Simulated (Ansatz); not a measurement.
**1T-SnSe2 monolayer in a perpendicular field**

What dipole does a perpendicular field induce in the 1T-SnSe2 monolayer, and does the gap follow? A positive field points along +c.

Method: plane-wave DFT, PBE-D3(BJ), Ansatz PAW, in Ansatz 0.2.0.

The raw output is cut from this account; settings, times and results stay.

### 1. The system as given

The cell holds 3 atoms: 2 Se and 1 Sn. Cell: a = 3.870 Å, b = 3.870 Å, c = 35.210 Å, α = 90.0°, β = 90.0°, γ = 120.0°. Vacuum lies along c.

### 2. Relaxing the slab

The starting cell is a guess, so the in-plane lattice and the atoms are relaxed first, with the slab cut off from its images along the normal.

File input.yaml:

```yaml
crystal:
  lattice:
    - [3.87, 0.0, 0.0]
    - [-1.935, 3.3515183126, 0.0]
    - [0.0, 0.0, 35.2104890424]
  atoms:
    - { symbol: Se, position: [0.6666666667, 0.3333333333, 0.4700303929] }
    - { symbol: Sn, position: [0.0, 0.0, 0.5] }
    - { symbol: Se, position: [0.3333333333, 0.6666666667, 0.5299696071] }
  periodic: [true, true, false]
kpoints:
  mp_grid: { grid: [12, 12, 1] }
hamiltonian:
  xc: pbe
  dispersion: d3bj
scf:
  occupations: { method: fermi_dirac, width: 0.05 }
  convergence: { dr2_threshold: 1.0e-09 }
relax:
  f_tol: 0.004
  max_steps: 90
  cell: {}
output:
  write_potential: true
  write_density: true
  volumetric_format: npy
```

Command:

```sh
> ansatz run input.yaml --threads 2 --pin off --max-ram 3072MiB --backend cpu --events-out ev --progress --plain --runs-dir out
```

It took 53 s on 2 threads of Intel Xeon Platinum 8488C (Sapphire Rapids), shared host; peak memory 0.8 GiB.

The steps of the relaxation:

| step | energy less that of the first step (eV) | largest force component (eV/Å) | volume (Å³) |
| --- | --- | --- | --- |
| 1 | 0.0000 | 5.2102 | 456.69 |
| 2 | -1.7812 | 3.0933 | 464.54 |
| 3 | -2.6225 | 1.2672 | 462.52 |
| 4 | -2.7783 | 0.4843 | 453.12 |
| 5 | -2.8062 | 0.0429 | 451.64 |
| 6 | -2.8084 | 0.0115 | 448.58 |
| 7 | -2.8090 | 0.0060 | 446.24 |
| 8 | -2.8090 | 0.0001 | 446.16 |
| 9* | -2.8087 | 0.0004 | 446.16 |

Relaxation steps marked * repeat the geometry before them on a plane-wave basis chosen anew for their cell, so energy and pressure can jump there.

Forces are held to the 12 operations that the program found; a distortion that breaks them can't arise in this run.

| cell as run | before | after | change |
| --- | --- | --- | --- |
| a (Å) | 3.870 | 3.825 | -1.2 % |
| b (Å) | 3.870 | 3.825 | -1.2 % |

The atoms that moved most (Å, along periodic axes as changes of fractional coordinates times the final cell, across vacuum about the mean position):

| atom | dx | dy | dz | length |
| --- | --- | --- | --- | --- |
| Se1 | 0.000 | 0.000 | -0.545 | 0.545 |
| Se3 | 0.000 | 0.000 | 0.545 | 0.545 |

Final coordinates:

```xyz
3
Lattice="3.8251 0.0000 0.0000 -1.9125 3.3126 0.0000 0.0000 0.0000 35.2105" Properties=species:S:1:pos:R:3
Se    1.9125    1.1042   16.0049
Sn    0.0000    0.0000   17.6052
Se    0.0000    2.2084   19.2056
```

The lattice constant a goes from 3.870 to 3.825 Å.

### 3. Atoms held, field 0

A sawtooth potential applies the field, turning back in the middle of the vacuum. With the dipole correction the typed value is the field outside the slab. The induced dipole is small, so the SCF threshold is tight.

The cell differs from the one that the last finished run ended in (c 35.210 → 21.201 Å).

File input.yaml:

```yaml
crystal:
  lattice:
    - [3.8250912786, 0.0, 0.0]
    - [-1.9125456393, 3.312626219, 0.0]
    - [0.0, 0.0, 21.2006439645]
  atoms:
    - { symbol: Se, position: [0.6666666667, 0.3333333333, 0.4245154069] }
    - { symbol: Sn, position: [0.0, 0.0, 0.5] }
    - { symbol: Se, position: [0.3333333333, 0.6666666667, 0.5754845931] }
kpoints:
  mp_grid: { grid: [12, 12, 1] }
  band_path:
    path: [[0, 0, 0], [0.5, 0, 0], [0.33333333, 0.33333333, 0], [0, 0, 0]]
    npoints: 16
hamiltonian:
  xc: pbe
  dispersion: d3bj
scf:
  occupations: { method: fermi_dirac, width: 0.02585 }
  convergence: { dr2_threshold: 1.0e-10 }
efield:
  axis: 3
  dipole_correction: true
  ramp_position: 0.97
  ramp_width: 0.06
  amplitude: 0
output:
  dos: { projected: true, e_range: [-6, 5] }
  write_potential: true
  write_density: true
  volumetric_format: npy
  elf: true
```

Wall time 9.8 s (2 threads); peak memory 0.6 GiB.

Read from the output:

* dipole along the normal: -7.04e-7 e·Å
* gap along the path: 0.7661 eV
* smallest direct gap along the path: 1.118 eV
* ionisation energy, upper face: 5.961 eV
* electron affinity, upper face: 5.195 eV
* gap, the smaller of path and mesh: 0.7661 eV

Running mean over a fixed 2.5 Å (it still follows the layers) of the planar mean; the ramp of the sawtooth is left out. Table of electron's electrostatic potential energy less the Fermi level by z:

z (Å), electron's electrostatic potential energy less the Fermi level (eV) and a bar from the least value:
```
      3.0       5.57 ##############################
      3.5       5.57 ##############################
      4.0       5.57 ##############################
      4.5       5.57 ##############################
      5.0       5.57 ##############################
      5.5       5.56 ##############################
      6.0       5.54 ##############################
      6.5       5.43 ##############################
      7.0       4.94 ############################
      7.5       3.68 ########################
      8.0       2.09 ##################
      8.5       0.28 ############
      9.0      -1.48 ######
      9.5      -2.44 ###
     10.0      -2.88 #
     10.5      -3.20 
     11.0      -3.04 #
     11.5      -2.61 ##
     12.0      -1.98 ####
     12.5      -0.48 #########
     13.0       1.39 ################
     13.5       3.07 #####################
     14.0       4.51 ##########################
     14.5       5.31 #############################
     15.0       5.51 ##############################
     15.5       5.55 ##############################
     16.0       5.56 ##############################
     16.5       5.57 ##############################
     17.0       5.57 ##############################
     17.5       5.57 ##############################
     18.0       5.57 ##############################
```

The density of states has structure finer than the step of the table below, so its rows give means over 0.2 eV. Peaks (eV: height): -2.80: 4.38, -1.56: 5.24, -1.15: 9.98, -0.90: 6.56, 1.39: 4.86, 1.53: 3.69, 1.83: 3.11.

The density of states by energy, zero at the Fermi level of the run, which the smearing sets inside the gap; means over each step:

| energy (eV) | density of states (states/eV a cell) |
| --- | --- |
| -5.0 | 0 |
| -4.8 | 0.400 |
| -4.6 | 1.50 |
| -4.4 | 1.82 |
| -4.2 | 1.82 |
| -4.0 | 1.03 |
| -3.8 | 1.32 |
| -3.6 | 1.35 |
| -3.4 | 1.70 |
| -3.2 | 1.92 |
| -3.0 | 2.09 |
| -2.8 | 3.88 |
| -2.6 | 2.63 |
| -2.4 | 1.81 |
| -2.2 | 1.41 |
| -2.0 | 1.23 |
| -1.8 | 1.24 |
| -1.6 | 2.77 |
| -1.4 | 3.43 |
| -1.2 | 6.29 |
| -1.0 | 3.53 |
| -0.8 | 4.35 |
| -0.6 | 1.97 |
| -0.4 | 0.681 |
| -0.2 | 0 |
| 0.0 | 0 |
| 0.2 | 0 |
| 0.4 | 0.198 |
| 0.6 | 0.719 |
| 0.8 | 0.847 |
| 1.0 | 0.961 |
| 1.2 | 1.39 |
| 1.4 | 2.43 |
| 1.6 | 1.75 |
| 1.8 | 1.68 |
| 2.0 | 0.00651 |
| 2.2 | 0 |

Projected DOS per atom over height of the atomic layer and energy from the Fermi level. Layers: Se Sn Se from below.

Values in states/eV, 22 rows by 3 columns, each cell a mean:
```
0.00 0.00 0.00
0.39 0.46 0.39
0.68 0.73 0.68
0.32 0.37 0.32
0.22 0.26 0.22
0.02 0.02 0.02
0.00 0.00 0.00
0.63 0.02 0.63
1.92 0.09 1.92
2.26 0.17 2.26
1.06 0.22 1.06
0.50 0.25 0.50
0.70 0.42 0.70
1.24 0.77 1.24
0.69 0.53 0.69
0.51 0.44 0.51
0.40 0.36 0.40
0.61 0.63 0.61
0.34 0.38 0.34
0.00 0.00 0.00
0.00 0.00 0.00
0.00 0.00 0.00
```
Columns: height of the atomic layer (Å) from 9 to 12.2; rows upwards: energy from the Fermi level (eV) from -5.96 to 2.32.

Electronic bands along the path, in eV, zero at the Fermi level of the run, which the smearing sets inside the gap:

| point | band 20 | band 21 | band 22 | band 23 | band 24 | band 25 | band 26 | band 27 |
| --- | --- | --- | --- | --- | --- | --- | --- | --- |
| Γ | -0.86 | -0.86 | -0.47 | -0.47 | 1.20 | 2.72 | 4.23 | 4.23 |
| halfway | -2.30 | -1.94 | -1.28 | -0.50 | 1.44 | 3.69 | 5.06 | 5.12 |
| M | -2.74 | -2.59 | -1.16 | -0.75 | 0.37 | 3.68 | 4.94 | 5.21 |
| halfway | -3.45 | -2.97 | -1.30 | -1.12 | 1.13 | 4.66 | 4.82 | 5.31 |
| K | -4.04 | -3.67 | -1.28 | -1.28 | 1.39 | 4.81 | 4.81 | 6.18 |
| halfway | -3.19 | -1.87 | -1.34 | -0.91 | 1.78 | 4.29 | 4.64 | 5.20 |
| Γ | -0.86 | -0.86 | -0.47 | -0.47 | 1.20 | 2.72 | 4.23 | 4.23 |

Valence density in the ca plane at fractional y = 0.000, with atoms of Sn within 0.2 Å of it. It is the smooth field of the valence electrons, not physical close to the nuclei.

Ten steps, logarithmic in the rise over the least value, from '0' (0 e/Å³) to '9' (14 e/Å³), each cell a mean:
```
00000000000000000000124798631000000000000000
00000000000000000000113565421100000000000000
00000000000000000011122222221110000000000000
00000000000000000012222111122211000000000000
00000000000000000112222111122221000000000000
00000000000000000112222111122221000000000000
00000000000000000011222222222211000000000000
00000000000000000001122344321110000000000000
00000000000000000000123687521100000000000000
00000000000000000000125899631000000000000000
```
Columns run along c (16.0 Å, from fractional 0.08 to 0.84 of the cell), rows up along a (3.8 Å). Atoms in or near the plane, at fractional coordinates: Sn at (0.50, 0.00).

Electrostatic potential energy in the ca plane at fractional y = 0.000, with atoms of Sn within 0.2 Å of it. With pseudopotentials it is smooth inside the atoms' cores, unlike the true potential.

Values in eV, 6 rows by 16 columns, each cell a mean:
```
  4   4   4   4   4   4   3  -1  -8  -8  -1   3   4   4   4   4
  4   4   4   4   4   4   3   0  -8  -8   0   3   4   4   4   4
  4   4   4   4   4   4   1  -3   0   0  -3   1   4   4   4   4
  4   4   4   4   4   4   2  -2  -1  -1  -2   2   4   4   4   4
  4   4   4   4   4   4   3   0 -11 -11   0   3   4   4   4   4
  4   4   4   4   4   4   3  -2  -5  -5  -2   3   4   4   4   4
```
Columns run along c (16.0 Å, from fractional 0.08 to 0.84 of the cell; values clipped at the 3rd and 97th percentile), rows up along a (3.8 Å). Atoms in or near the plane, at fractional coordinates: Sn at (0.50, 0.00).

ELF in the ca plane at fractional y = 0.000, with atoms of Sn within 0.2 Å of it. It is the smooth field of the valence electrons, not physical close to the nuclei.

Ten even steps from '0' (0.00) to '9' (0.73), each cell a mean:
```
00000000000000000001233100232100000000000000
00000000000000000112343322334321000000000000
00000000000000012456765333467664310000000000
00000000000000125789986423578998631000000000
00000000000000136999986312589999852000000000
00000000000000136899986322589999742000000000
00000000000000013678876433578887521000000000
00000000000000001234554333345432100000000000
00000000000000000001233201333210000000000000
00000000000000000000233000232100000000000000
```
Columns run along c (16.0 Å, from fractional 0.08 to 0.84 of the cell), rows up along a (3.8 Å). Atoms in or near the plane, at fractional coordinates: Sn at (0.50, 0.00).

The gap is 0.77 eV, with the valence edge 5.96 eV and the conduction edge 5.19 eV under the upper vacuum level.

### 4. Single point, field 0.1 V/Å

Edit input.yaml of step 3 so:

```diff
@@ -25,5 +25,4 @@
   ramp_width: 0.06
-  amplitude: 0
+  amplitude: 0.1
 output:
-  dos: { projected: true, e_range: [-6, 5] }
   write_potential: true
@@ -31,2 +30 @@
   volumetric_format: npy
-  elf: true
```

Elapsed: 10 s, on 2 threads; peak memory 0.55 GiB; 20 s of CPU time.

The dipole is 0.0372 e·Å, and the gap 0.766 eV.

### 5. Atoms held, field -0.1 V/Å

Edit input.yaml of step 4 so:

```diff
@@ -25,3 +25,3 @@
   ramp_width: 0.06
-  amplitude: 0.1
+  amplitude: -0.1
 output:
```

The job ended after 10 s (2 threads; peak memory 0.54 GiB; 20 s of CPU time).

The dipole is -0.0372 e·Å, and the gap 0.766 eV.

### 6. Response, atoms held

This step: plane-wave DFT, PBE-D3(BJ), Ansatz PAW; response to a field along the normal, atoms held (Ansatz 0.2.0).

The dipoles give the slope, and the difference of two potentials shows where the field is screened.

This step gave:

* equivalent conductor thickness p/(ε₀AE): 5.313 Å
* distance between the outer atoms: 3.201 Å

Dipole of the cell against applied field:

| applied field (V/Å) | dipole of the cell (e·Å) |
| --- | --- |
| -0.1000 | -0.0372 |
| 0.0000 | -7.0e-7 |
| 0.1000 | 0.0372 |

Local field over the applied field, running mean. From the potentials at -0.1 and 0.1 V/Å; running mean over 2.5 Å. Local field over applied field against z:

z (Å), local field over applied field and a bar:
```
      4.5      0.999 ##############################
      5.0      0.996 ##############################
      5.5      0.988 ##############################
      6.0      0.966 #############################
      6.5      0.912 ###########################
      7.0      0.803 ########################
      7.5      0.645 ###################
      8.0      0.467 #############
      8.5      0.291 ########
      9.0      0.153 ###
      9.5      0.082 #
     10.0      0.057 
     10.5      0.044 
     11.0      0.050 
     11.5      0.069 #
     12.0      0.117 ##
     12.5      0.228 ######
     13.0      0.395 ###########
     13.5      0.575 #################
     14.0      0.744 ######################
     14.5      0.875 ##########################
     15.0      0.949 ############################
     15.5      0.981 #############################
     16.0      0.994 ##############################
     16.5      0.998 ##############################
     17.0      0.999 ##############################
```

Electrons, planar mean, per unit field. Table of induced electron density by z:

| z (Å) | induced electron density (e/Å³ per V/Å) |
| --- | --- |
| 4.12 | 2.0e-6 |
| 4.56 | 5.9e-6 |
| 5.01 | 1.7e-5 |
| 5.45 | 4.7e-5 |
| 5.89 | 1.3e-4 |
| 6.33 | 3.2e-4 |
| 6.77 | 7.5e-4 |
| 7.21 | 0.00163 |
| 7.66 | 0.00295 |
| 8.10 | 0.00345 |
| 8.54 | 0.00184 |
| 8.98 | 9.7e-4 |
| 9.42 | 5.8e-4 |
| 9.86 | -8.5e-4 |
| 10.31 | -6.7e-4 |
| 10.89 | 6.7e-4 |
| 11.34 | 8.5e-4 |
| 11.78 | -5.8e-4 |
| 12.22 | -9.7e-4 |
| 12.66 | -0.00184 |
| 13.10 | -0.00345 |
| 13.54 | -0.00295 |
| 13.99 | -0.00163 |
| 14.43 | -7.5e-4 |
| 14.87 | -3.2e-4 |
| 15.31 | -1.3e-4 |
| 15.75 | -4.7e-5 |
| 16.19 | -1.7e-5 |
| 16.64 | -5.9e-6 |
| 17.08 | -2.0e-6 |

The smaller of the gaps on the path and on the k-mesh, counted as 0 under 0.03 eV. The gap stays at 0.766 eV for applied field from -0.1 to 0.1 V/Å.

By hand: between -0.1 and 0.1 V/Å the dipole changes by 0.07441 e·Å, a slope of 0.3720 e·Å²/V. A perfect conductor of thickness t has p = ε₀AEt, so t = 180.95 × 0.3720 / 12.671 = 5.31 Å (e/ε₀ = 180.95 V·Å, A in Å²).

The induced dipole is that of a conductor 5.31 Å thick.

### 7. Results

| Property | Result |
| --- | --- |
| gap without field | 0.766 eV |
| ionisation energy, upper face | 5.96 eV |
| electron affinity, upper face | 5.19 eV |
| equivalent conductor thickness, atoms held | 5.31 Å |

The induced dipole equals that of a perfect conductor 5.31 Å thick, while the outer atoms lie 3.20 Å apart; an out-of-plane ε follows only once a thickness t is chosen, by 1 − 1/ε = 5.31 Å / t. The gap stays within 0.01 eV of 0.77 eV over the fields run, up to 0.1 V/Å in size. Semilocal functionals give gaps that are too small, and excitons are not included. Spin-orbit coupling is left out, which matters for the bands of elements this heavy.

[Long decimals in the printed logs are rounded to 6 places.]

[Logs are printed without paths, hosts, clocks, repeated set-up lines and the standing remarks that a program may print on its own settings, such as how far it seeks lower states.]

[Hosts, paths, dates, database ids (printed as entryN), source tags and the programs' standing remarks are cut or masked in the printed files.]

[Maps of the electrostatic potential energy from Ansatz leave out the sawtooth potential of an applied field or a dipole correction, so their vacuum need not be flat; planar profiles and work functions include it.]

[The density of states shown here was stored with 400 of the rows of the run's finer table, so its peaks can read low, often by over a quarter, or be missed, and its means over a window can be off by a tenth or more.]
